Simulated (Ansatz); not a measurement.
# CaHfSe3 (model cell, started as cubic perovskite with Hf in the octahedra): following an unstable mode, part 2 of 2

Which phase does CaHfSe3 (model cell, started as cubic perovskite with Hf in the octahedra) fall into along its unstable mode, and how much energy does it gain?

Ansatz 0.2.0; DFT LDA, scalar-relativistic, plane waves, PAW; PAW set soft_1.

So far, highest frequency on the path or at a solved wavevector (cm⁻¹): step 2 (response at finite wavevector) 302. Also lowest frequency on the path (cm⁻¹): step 2 -119.

The structure was built from a prototype and need not be the compound's stable phase.

### 6. Relaxing from the distorted cell

Starting from the lowest point found, all atoms and the cell are let go, so that strain and other modes of the same symmetry can join in.

Contents of input.yaml:

```yaml
crystal:
  lattice:
    - [5.0745860677, 0.0, 0.0]
    - [0.0, 5.0745860677, 0.0]
    - [0.0, 0.0, 5.0745860677]
  atoms:
    - { symbol: Ca, position: [0.0, -0.1182362447, 0.0] }
    - { symbol: Hf, position: [0.5, 0.4982134024, 0.5] }
    - { symbol: Se, position: [0.5, 0.5281575205, 0.0] }
    - { symbol: Se, position: [0.5, 0.0077281505, 0.5] }
    - { symbol: Se, position: [0.0, 0.5281575205, 0.5] }
kpoints:
  mp_grid: { grid: [8, 8, 8] }
hamiltonian:
  xc: lda
  pseudopotentials: { kind: paw, azcp: { folder: soft_1 }, xc_functional: pbe }
scf:
  occupations: { method: methfessel_paxton, width: 0.2 }
output:
  forces: true
  stress: true
  eigenvalues: true
relax:
  adjacent_minimum: "off"
  f_tol: 0.002
  max_steps: 120
  cell: { stress_tol: 0.03 }
```

Launch:

```sh
$ ansatz run input.yaml --threads 4 --pin off --max-ram 16384MiB --backend cpu --events-out ev --progress --plain --runs-dir out
```

Numbers of over 12 decimals in the logs are rounded to 6 here.

Output:

```text
[...]
Crystal: 5 atoms, lattice volume = 130.678 Å³
Basis set: ecut = 420 eV, 2517 PW (Γ)
Bands: 51, of which v1, the nominal top of the filled ones, is band 42 counted from 1 (41 counted from 0)
Symmetry: 8 space group operations
[...]
k-points: 75 of 512 (time reversal used)
[...]
SCF iter   1: F=—  HF=-33412.374320 eV  |F-HF|=—  |Δ(HF+E_count)|=         —  Δρ=1.01e-1  dr2=3.00e1  ethr=3.10e-3  ⟨swp⟩=8.2  Hψ=15100  notcnv=0
[...]
SCF iter  11: F=-33406.351280 eV  HF=-33406.351280 eV  |F-HF|=1.80e-9  |Δ(HF+E_count)|=   5.26e-8  S|Δr|=    0.00e0  Δρ=4.01e-6  dr2=3.59e-8  ethr=1.19e-10  ⟨swp⟩=12.7  Hψ=22162  notcnv=0
SCF 1 converged in 11 iterations: F = -33406.351280 eV  dr2 = 3.59e-8
[...]
relax step   1: F+E_penalty+E_count = -33406.35127953 eV  Δ(F+E_penalty+E_count) = +0.000e0 eV  max|allowed force component| = 5.277e-1 eV/Å  Δτ_max = 0.0000 Å  P = +1.134 GPa  Ω = 130.678 Å³  (11 SCF iters, dr2 threshold 1.00e-7 eV, accepted)
Crystal: 5 atoms, lattice volume = 136.246 Å³
Basis set: ecut = 420 eV, 2641 PW (Γ)
[...]
SCF iter  10: F=-33406.475217 eV  HF=-33406.475218 eV  |F-HF|=2.37e-7  |Δ(HF+E_count)|=   6.95e-8  S|Δr|=    0.00e0  Δρ=8.75e-6  dr2=2.53e-7  ethr=5.95e-10  ⟨swp⟩=7.5  Hψ=19919  notcnv=0
SCF 2 converged in 10 iterations: F = -33406.475217 eV  dr2 = 2.53e-7
[...]
relax step   2: F+E_penalty+E_count = -33406.47521727 eV  Δ(F+E_penalty+E_count) = -1.239e-1 eV  max|allowed force component| = 3.121e-1 eV/Å  Δτ_max = 0.1948 Å  P = -0.826 GPa  Ω = 136.246 Å³  energy of the carried Pulay correction = -8.075e-4 eV  (10 SCF iters, dr2 threshold 5.00e-7 eV, accepted)
Crystal: 5 atoms, lattice volume = 135.067 Å³
Basis set: ecut = 420 eV, 2617 PW (Γ)
[...]
SCF iter   8: F=-33406.482865 eV  HF=-33406.482865 eV  |F-HF|=4.95e-10  |Δ(HF+E_count)|=   3.46e-7  S|Δr|=    0.00e0  Δρ=1.10e-5  dr2=4.74e-8  ethr=5.95e-10  ⟨swp⟩=8.2  Hψ=20074  notcnv=0
SCF 3 converged in 8 iterations: F = -33406.482865 eV  dr2 = 4.74e-8
[...]
relax step   3: F+E_penalty+E_count = -33406.48286481 eV  Δ(F+E_penalty+E_count) = -7.648e-3 eV  max|allowed force component| = 4.927e-1 eV/Å  Δτ_max = 0.1950 Å  P = +1.167 GPa  Ω = 135.067 Å³  energy of the carried Pulay correction = -6.393e-4 eV  (8 SCF iters, dr2 threshold 5.00e-7 eV, accepted)
[... from here on, the SCF cycles and remarks between the steps are left out ...]
relax step   4: F+E_penalty+E_count = -33406.51228892 eV  Δ(F+E_penalty+E_count) = -2.942e-2 eV  max|allowed force component| = 2.649e-1 eV/Å  Δτ_max = 0.0835 Å  P = +0.046 GPa  Ω = 136.076 Å³  energy of the carried Pulay correction = -7.833e-4 eV  (7 SCF iters, dr2 threshold 5.00e-7 eV, accepted)
relax step   5: F+E_penalty+E_count = -33406.52443273 eV  Δ(F+E_penalty+E_count) = -1.214e-2 eV  max|allowed force component| = 2.782e-1 eV/Å  Δτ_max = 0.0549 Å  P = -0.172 GPa  Ω = 136.527 Å³  energy of the carried Pulay correction = -8.473e-4 eV  (8 SCF iters, dr2 threshold 5.00e-7 eV, accepted)
relax step   6: F+E_penalty+E_count = -33406.49943178 eV  Δ(F+E_penalty+E_count) = +2.500e-2 eV  max|allowed force component| = 1.089e0 eV/Å  Δτ_max = 0.1949 Å  P = +0.315 GPa  Ω = 137.223 Å³  energy of the carried Pulay correction = -9.457e-4 eV  (8 SCF iters, dr2 threshold 5.00e-7 eV, rejected (line search))
relax step   7: F+E_penalty+E_count = -33406.53591058 eV  Δ(F+E_penalty+E_count) = -1.148e-2 eV  max|allowed force component| = 1.828e-1 eV/Å  Δτ_max = 0.0562 Å  P = -0.079 GPa  Ω = 136.609 Å³  energy of the carried Pulay correction = -8.589e-4 eV  (11 SCF iters, accepted)
relax step   8: F+E_penalty+E_count = -33406.54113029 eV  Δ(F+E_penalty+E_count) = -5.220e-3 eV  max|allowed force component| = 9.094e-3 eV/Å  Δτ_max = 0.0628 Å  P = +0.083 GPa  Ω = 136.422 Å³  energy of the carried Pulay correction = -8.324e-4 eV  (7 SCF iters, dr2 threshold 5.00e-7 eV, accepted)
relax step   9: F+E_penalty+E_count = -33406.54105419 eV  Δ(F+E_penalty+E_count) = +7.610e-5 eV  max|allowed force component| = 3.443e-2 eV/Å  Δτ_max = 0.0127 Å  P = -0.003 GPa  Ω = 136.917 Å³  energy of the carried Pulay correction = -9.026e-4 eV  (7 SCF iters, dr2 threshold 4.19e-8 eV, rejected (line search))
relax step  10: F+E_penalty+E_count = -33406.54120561 eV  Δ(F+E_penalty+E_count) = -7.533e-5 eV  max|allowed force component| = 6.912e-3 eV/Å  Δτ_max = 0.0046 Å  P = -0.006 GPa  Ω = 136.705 Å³  energy of the carried Pulay correction = -8.726e-4 eV  (10 SCF iters, accepted)
relax step  11: F+E_penalty+E_count = -33406.54120095 eV  Δ(F+E_penalty+E_count) = +4.667e-6 eV  max|allowed force component| = 1.307e-2 eV/Å  Δτ_max = 0.0024 Å  P = +0.005 GPa  Ω = 136.744 Å³  energy of the carried Pulay correction = -8.781e-4 eV  (6 SCF iters, dr2 threshold 2.99e-9 eV, accepted)
relax step  12: F+E_penalty+E_count = -33406.54121156 eV  Δ(F+E_penalty+E_count) = -1.061e-5 eV  max|allowed force component| = 1.730e-3 eV/Å  Δτ_max = 0.0012 Å  P = +0.005 GPa  Ω = 136.727 Å³  energy of the carried Pulay correction = -8.756e-4 eV  (6 SCF iters, dr2 threshold 1.07e-8 eV, accepted)
[...]
SCF iter   7: F=-33406.542190 eV  HF=-33406.542190 eV  |F-HF|=0.00e0  |Δ(HF+E_count)|=  2.18e-11  S|Δr|=    0.00e0  Δρ=4.87e-8  dr2=7.85e-12  ethr=1.00e-12  ⟨swp⟩=6.2  Hψ=19703  notcnv=0
SCF 13 converged in 7 iterations: F = -33406.542190 eV  dr2 = 7.85e-12
relax step  13: F+E_penalty+E_count = -33406.54219037 eV  Δ(F+E_penalty+E_count) = -9.788e-4 eV  max|allowed force component| = 1.694e-3 eV/Å  Δτ_max = 0.0000 Å  P = +0.006 GPa  Ω = 136.727 Å³  stress off target by 1.25e-2 GPa  SCF on the basis re-selected at this cell (its energy is not comparable with the rows above)  (7 SCF iters)
basis re-selected at this cell: Δ(F+E_penalty+E_count) = -9.788e-4 eV, ΔP = +0.002 GPa vs the last step (what re-selecting the basis moved, of the pressure what is left beyond the Pulay correction that the steps carried, after the strain that the cell walked since its last selection, with what the two solves' SCF thresholds leave and, on support functions, any second-order correction that the steps lacked; it is no m [...]
SCF converged after 7 iterations
[...]
Free energy (F): -33406.542190 eV
[...]
Internal energy: -33406.544033 eV  (E = F + TS)
E sigma→0 (E₀):  -33406.542651 eV
Entropy (-TS):   0.001843 eV (0.369 meV/atom)
Fermi energy:    8.172032 eV
[...]
--- Forces (eV/Å), atoms counted from 1 ---
  atom   1  Ca    -0.00000000     0.00169195    -0.00000000
  atom   2  Hf     0.00000000    -0.00039153     0.00000000
  atom   3  Se     0.00000000    -0.00087962    -0.00000000
  atom   4  Se     0.00000000     0.00045032     0.00000000
  atom   5  Se     0.00000000    -0.00087962     0.00000000
  max |Σ_I F_I| component: 8.50e-6 eV/Å
--- Stress (GPa, compression-positive) ---
        0.003241       0.000000      -0.000000
        0.000000       0.012520       0.000000
       -0.000000       0.000000       0.003241
  P = ⅓ Tr σ = 0.0063 GPa (0.063 kbar)
--- Band table (eV; the first three rows and the last of 75) ---
  k-point 0: bands = [... 38 lower, 6.5066, 6.9070, 6.9070, 7.1823, 8.2870, 9.4986, 9.9156, 9.9156, ... 5 higher]
  k-point 1: bands = [... 38 lower, 6.4473, 6.6701, 6.7619, 7.2568, 8.7294, 9.4794, 9.7422, 9.9141, ... 5 higher]
  k-point 2: bands = [... 38 lower, 6.1949, 6.3309, 6.7300, 7.1006, 9.5034, 9.5172, 9.9125, 10.2324, ... 5 higher]
  k-point 74: bands = [... 38 lower, 4.7718, 7.3543, 8.0721, 8.0721, 9.6114, 10.6300, 10.6300, 11.0751, ... 5 higher]
--- Relaxed structure (12 steps of the walk, 10 accepted, 1 SCFs on fresh bases) ---
  F+E_penalty+E_count = -33406.54219037 eV   max|allowed force component| = 1.694e-3 eV/Å   (the final SCF, on the basis selected at the relaxed cell)
  cell:  # Å, volume = 136.7269 Å³
    - [5.058246, 0, 0]
    - [0, 5.343847, 0.0]
    - [0, 0.0, 5.058246]
  atoms:
    - { symbol: Ca, position: [0, -0.167527, 0.0] }
    - { symbol: Hf, position: [0.5, 0.467111, 0.5] }
    - { symbol: Se, position: [0.5, 0.565652, 0] }
    - { symbol: Se, position: [0.5, 0.013132, 0.5] }
    - { symbol: Se, position: [0, 0.565652, 0.5] }
```

The job ended after 3.4 min (4 threads of Arm Neoverse V2, shared host; peak memory 0.7 GiB; 13 min of CPU time).

The steps of the relaxation:

| step | energy less that of the first step (eV) | largest force component (eV/Å) | pressure (GPa) | volume (Å³) |
| --- | --- | --- | --- | --- |
| 1 | 0.0000 | 0.5277 | 1.13 | 130.68 |
| 2 | -0.1239 | 0.3121 | -0.83 | 136.25 |
| 3 | -0.1316 | 0.4927 | 1.17 | 135.07 |
| 4 | -0.1610 | 0.2649 | 0.05 | 136.08 |
| 5 | -0.1732 | 0.2782 | -0.17 | 136.53 |
| 6 | -0.1482 | 1.0886 | 0.32 | 137.22 |
| 7 | -0.1846 | 0.1828 | -0.08 | 136.61 |
| 8 | -0.1898 | 0.0091 | 0.08 | 136.42 |
| 9 | -0.1898 | 0.0344 | 0.00 | 136.92 |
| 10 | -0.1899 | 0.0069 | -0.01 | 136.71 |
| 11 | -0.1899 | 0.0131 | 0.01 | 136.74 |
| 12 | -0.1899 | 0.0017 | 0.00 | 136.73 |
| 13* | -0.1909 | 0.0017 | 0.01 | 136.73 |

Relaxation steps marked * repeat the geometry before them on a plane-wave basis chosen anew for their cell, so energy and pressure can jump there. Relaxation steps 6, 9 were tried and not accepted.

The run keeps the 8 symmetry operations that it works with, so distortions that break them were not tested.

| conventional cell, symmetrised | before | after | change |
| --- | --- | --- | --- |
| a (Å) | 5.075 | 5.058 | -0.3 % |
| b (Å) | 5.075 | 5.058 | -0.3 % |
| c (Å) | 5.075 | 5.344 | +5.3 % |
| volume (Å³/atom) | 26.14 | 27.35 | +4.6 % |

The atoms that moved most (Å, as changes of fractional coordinates times the final cell):

| atom | dx | dy | dz | length |
| --- | --- | --- | --- | --- |
| Ca1 | 0.000 | -0.263 | 0.000 | 0.263 |
| Se3 | 0.000 | 0.200 | 0.000 | 0.200 |
| Se5 | 0.000 | 0.200 | 0.000 | 0.200 |
| Hf2 | 0.000 | -0.166 | 0.000 | 0.166 |
| Se4 | 0.000 | 0.029 | 0.000 | 0.029 |

This step gave:

* pressure: 0.006334 GPa
* volume per atom: 27.35 Å³
* gap on the k-mesh: 0.2149 eV

The distorted start has space group P4mm; the relaxation ends in P4mm.

### 7. The new phase in its own primitive cell

The relaxed structure is symmetrised, reduced to its primitive cell and relaxed tightly, as its phonons need.

input.yaml, the sections that differ from step 6:

```yaml
crystal:
  lattice:
    - [5.0582459984, 0.0, 0.0]
    - [0.0, 5.0582459984, 0.0]
    - [0.0, 0.0, 5.3438465534]
  atoms:
    - { symbol: Ca, position: [0.0, 0.0, 0.1675271185] }
    - { symbol: Hf, position: [0.5, 0.5, 0.5328890058] }
    - { symbol: Se, position: [0.5, 0.0, 0.4343478738] }
    - { symbol: Se, position: [0.5, 0.5, 0.9868677789] }
    - { symbol: Se, position: [0.0, 0.5, 0.4343478738] }
kpoints:
  mp_grid: { grid: [6, 6, 6] }
relax:
  adjacent_minimum: "off"
  f_tol: 0.001
  max_steps: 60
  cell: { stress_tol: 0.01 }
# hamiltonian, scf, output: as in step 6
```

Output:

```text
[...]
Crystal: 5 atoms, lattice volume = 136.727 Å³
Basis set: ecut = 420 eV, 2637 PW (Γ)
Bands: 51, of which v1, the nominal top of the filled ones, is band 42 counted from 1 (41 counted from 0)
Symmetry: 8 space group operations
[...]
k-points: 40 of 216 (time reversal used)
[...]
--- Relaxed structure (5 steps of the walk, 5 accepted, 1 SCFs on fresh bases) ---
[...]
cell:  # Å, volume = 136.7526 Å³
    - [5.059142, 0.0, 0]
    - [0, 5.059142, 0.0]
    - [0, 0.0, 5.342958]
  atoms:
    - { symbol: Ca, position: [0, 0.0, 0.167723] }
    - { symbol: Hf, position: [0.5, 0.5, 0.532645] }
    - { symbol: Se, position: [0.5, 0.0, 0.434419] }
    - { symbol: Se, position: [0.5, 0.5, 0.986775] }
    - { symbol: Se, position: [0, 0.5, 0.434419] }
[key lines of the parts left out:]
SCF converged after 6 iterations
Free energy (F): -33406.540644 eV
Fermi energy:    8.198651 eV
P = ⅓ Tr σ = 0.0015 GPa (0.015 kbar)
```

It took 44 s on 4 threads; peak memory 0.58 GiB; 2.8 min of CPU time.

Little changed from the start: no atom moved by 0.005 Å and no cell edge by 0.1 %.

This step gave:

```
pressure           : 0.001486 GPa
gap on the k-mesh  : 0.2132 eV
direct gap on mesh : 1.103 eV
```

The largest force component left is 0.51 meV/Å and the pressure is 0.001 GPa, within the tolerances set. The cell now holds 27.35 Å³/atom.

### 8. Modes of the new phase, k-mesh 6×6×6

A relaxed structure may still be a saddle point, so its zone-centre modes are computed. No field response is asked.

input.yaml, the sections that differ from step 7:

```yaml
crystal:
  lattice:
    - [5.0591416367, 0.0, 0.0]
    - [0.0, 5.0591416367, 0.0]
    - [0.0, 0.0, 5.3429579847]
  atoms:
    - { symbol: Ca, position: [0.0, 0.0, 0.1677229766] }
    - { symbol: Hf, position: [0.5, 0.5, 0.5326447511] }
    - { symbol: Se, position: [0.5, 0.0, 0.4344185244] }
    - { symbol: Se, position: [0.5, 0.5, 0.9867748742] }
    - { symbol: Se, position: [0.0, 0.5, 0.4344185244] }
output:
  eigenvalues: true
phonons:
  method: dfpt
# kpoints, hamiltonian, scf: as in step 7
# relax: removed
```

Output:

```text
zone centre: on kpoints.mp_grid the ground state, and the responses unless they are solved on pairs of k-points, stand on 64 of the mesh's 216 k-points, reduced under 4 symmetry operations, with k and −k counted as one. Each operation leaves every solved displacement unchanged or reverses it
[...]
Crystal: 5 atoms, lattice volume = 136.753 Å³
Basis set: ecut = 420 eV, 2637 PW (Γ), exchange–correlation on 72×72×72 points (8 copies of the dense FFT grid, shifted against one another)
Bands: 51, of which v1, the nominal top of the filled ones, is band 42 counted from 1 (41 counted from 0)
Symmetry: 8 space group operations
k-points: 64 of 216 (irreducible under 4 space group operations, time reversal used)
[...]
SCF iter   1: F=—  HF=-33412.716281 eV  |F-HF|=—  |Δ(HF+E_count)|=         —  Δρ=1.03e-1  dr2=3.40e1  ethr=3.10e-3  ⟨swp⟩=8.3  Hψ=12981  notcnv=0
[...]
SCF iter  16: F=-33406.540648 eV  HF=-33406.540648 eV  |F-HF|=1.46e-11  |Δ(HF+E_count)|=    0.00e0  S|Δr|=    0.00e0  Δρ=4.32e-8  dr2=4.76e-12  ethr=1.00e-12  ⟨swp⟩=13.0  Hψ=18901  notcnv=0
SCF 1 converged in 16 iterations: F = -33406.540648 eV  dr2 = 4.76e-12
[...]
DFPT response loops at Γ: preconditioner auto → none (partly filled bands, converged f_vac=0.160); β = 0.50; Broyden in place of MSR1
SCF converged after 16 iterations
[...]
Free energy (F): -33406.540648 eV
[...]
Internal energy: -33406.540759 eV  (E = F + TS)
E sigma→0 (E₀):  -33406.540676 eV
Entropy (-TS):   0.000112 eV (0.022 meV/atom)
Fermi energy:    8.198652 eV
[...]
--- Band table (eV; the first three rows and the last of 64) ---
  k-point 0: bands = [... 38 lower, 6.5043, 6.9061, 6.9061, 7.1810, 8.2838, 9.4970, 9.9066, 9.9066, ... 5 higher]
  k-point 1: bands = [... 38 lower, 6.2694, 6.4820, 7.0390, 7.0390, 8.3081, 9.8352, 10.1839, 10.1839, ... 5 higher]
  k-point 2: bands = [... 38 lower, 5.9736, 5.9736, 7.1494, 7.1494, 8.3591, 10.6205, 10.7714, 10.7714, ... 5 higher]
  k-point 63: bands = [... 38 lower, 4.7663, 7.3501, 8.0706, 8.0706, 9.6111, 10.6295, 10.6295, 11.0738, ... 5 higher]
--- Phonons (Γ-DFPT): 9 representative perturbations + reference, on 64 of 216 k-points (Σ response iterations 38) ---
  k mesh reduced under 4 symmetry operations, with k and −k counted as one. Each operation leaves every solved displacement unchanged or reverses it
  ASR residual: 2.683e-5 → 0.000e0 eV/Å²; symmetrization residual: 4.536e-6 eV/Å²
  ASR residual per site (eV/Å²): 2.68e-5 2.52e-5 8.57e-6 1.42e-5 8.57e-6
[...]
non-analytic LO–TO correction: not included (Born effective charges unavailable; polar crystals: no LO–TO splitting at Γ)
```

The job ended after 2.5 min (4 threads; peak memory 1.6 GiB).

Numbers from this step:

```yaml
sum_rule_residual_before_enforcement: 2.68e-5 eV/Å²
point_group: 4mm
highest_optical_mode_at_the_zone_centre_no_lo_to_term: 245.5 cm⁻¹
lowest_optical_zone_centre_mode: -53.59 cm⁻¹
```

Patterns of degenerate modes are one choice out of their space. Modes at Γ, with each element's share of the kinetic energy (negative means imaginary):

| mode | frequency (cm⁻¹) | symmetry | Ca % | Hf % | Se % |
| --- | --- | --- | --- | --- | --- |
| 1 | -53.6 | E | 29 | 5 | 66 |
| 2 | -53.6 | E | 29 | 5 | 66 |
| 3 | 0.0 | acoustic | 9 | 39 | 52 |
| 4 | 0.0 | acoustic | 9 | 39 | 52 |
| 5 | 0.0 | acoustic | 9 | 39 | 52 |
| 6 | 66.0 | B1 | 0 | 0 | 100 |
| 7 | 66.5 | E | 3 | 41 | 56 |
| 8 | 66.5 | E | 3 | 41 | 56 |
| 9 | 78.5 | A1 | 13 | 39 | 48 |
| 10 | 140.5 | A1 | 78 | 1 | 21 |
| 11 | 153.9 | E | 60 | 0 | 40 |
| 12 | 153.9 | E | 60 | 0 | 40 |
| 13 | 230.2 | E | 0 | 14 | 86 |
| 14 | 230.2 | E | 0 | 14 | 86 |
| 15 | 245.5 | A1 | 1 | 21 | 78 |

Displacements in mode 1 (-53.6 cm⁻¹), the largest set to 1:
```
Ca1  0.02  1.00  0.00
Hf2  0.00 -0.21  0.00
Se3  0.01 -0.07  0.00
Se4 -0.01 -0.75  0.00
Se5  0.00  0.78  0.00
```

Displacements in mode 11 (153.9 cm⁻¹), the largest set to 1:
```
Ca1  0.00  1.00  0.00
Hf2  0.00  0.04  0.00
Se3  0.00 -0.11  0.00
Se4  0.00  0.08  0.00
Se5  0.00 -0.56  0.00
```

Before it was imposed, the acoustic sum rule was missed by 2.7e-5 eV/Å². Small misses are needed for a sound result but don't prove that mesh and cutoff are converged. The lowest optical mode is imaginary, 53.6i cm⁻¹, so the energy falls along it.

### 9. What came out

```json
{
 "unstable mode of the parent": "q = (0, 0, 0), 119i cm⁻¹",
 "depth at the lowest point sampled": "64.7 meV/atom",
 "largest atomic shift at that point": "0.6 Å",
 "space group reached (within 0.01 Å)": "P4mm",
 "energy gained over the parent (first relaxation, on the mesh of the frozen mode)": "103 meV/atom",
 "volume per atom, phase reached": "27.4 Å³",
 "gap on the k-mesh, phase reached": "0.213 eV",
 "lowest optical zone-centre mode, phase reached": "-53.6 cm⁻¹",
 "highest optical mode at the zone centre (no LO-TO term), phase reached": "245 cm⁻¹"
}
```

**Reading.** Along this mode the structure falls into P4mm, 103 meV/atom below the parent. At the parent's cell the well is 64.66 meV/atom deep on the steps tried, with its lowest point at a shift of 0.6 Å. That is the last step tried, so the steps alone don't bracket the bottom of the well. Relaxing atoms and cell changes the gain by +38.17 meV/atom against the lowest step (energies at zero smearing). The new phase still has an imaginary mode at the zone centre of its cell, so it is a saddle point on the way to a lower structure. Of the 5 patterns followed to their end from this parent, this one reaches the lowest energy. Each path keeps the symmetry of its pattern, so a lower phase may lie along a pattern not tried. With no gap, or one that is small against the smearing, the frequencies hang on the k mesh and the smearing, most of all near Kohn anomalies. A semilocal functional can close a gap that the real compound would have, so the metallic treatment may be an artefact of the level. Spin-orbit coupling is left out, which can matter for the heavy elements here. The PAW files were made for PBE and serve the other functionals too. The starting cell was built on a prototype and not taken from a measurement, so the phase need not exist.

[Logs are printed without paths, hosts, clocks, repeated set-up lines and the standing remarks that a program may print on its own settings, such as how far it seeks lower states.]

[Hosts, paths, dates, database ids (printed as entryN), source tags and the programs' standing remarks are cut or masked in the printed files.]
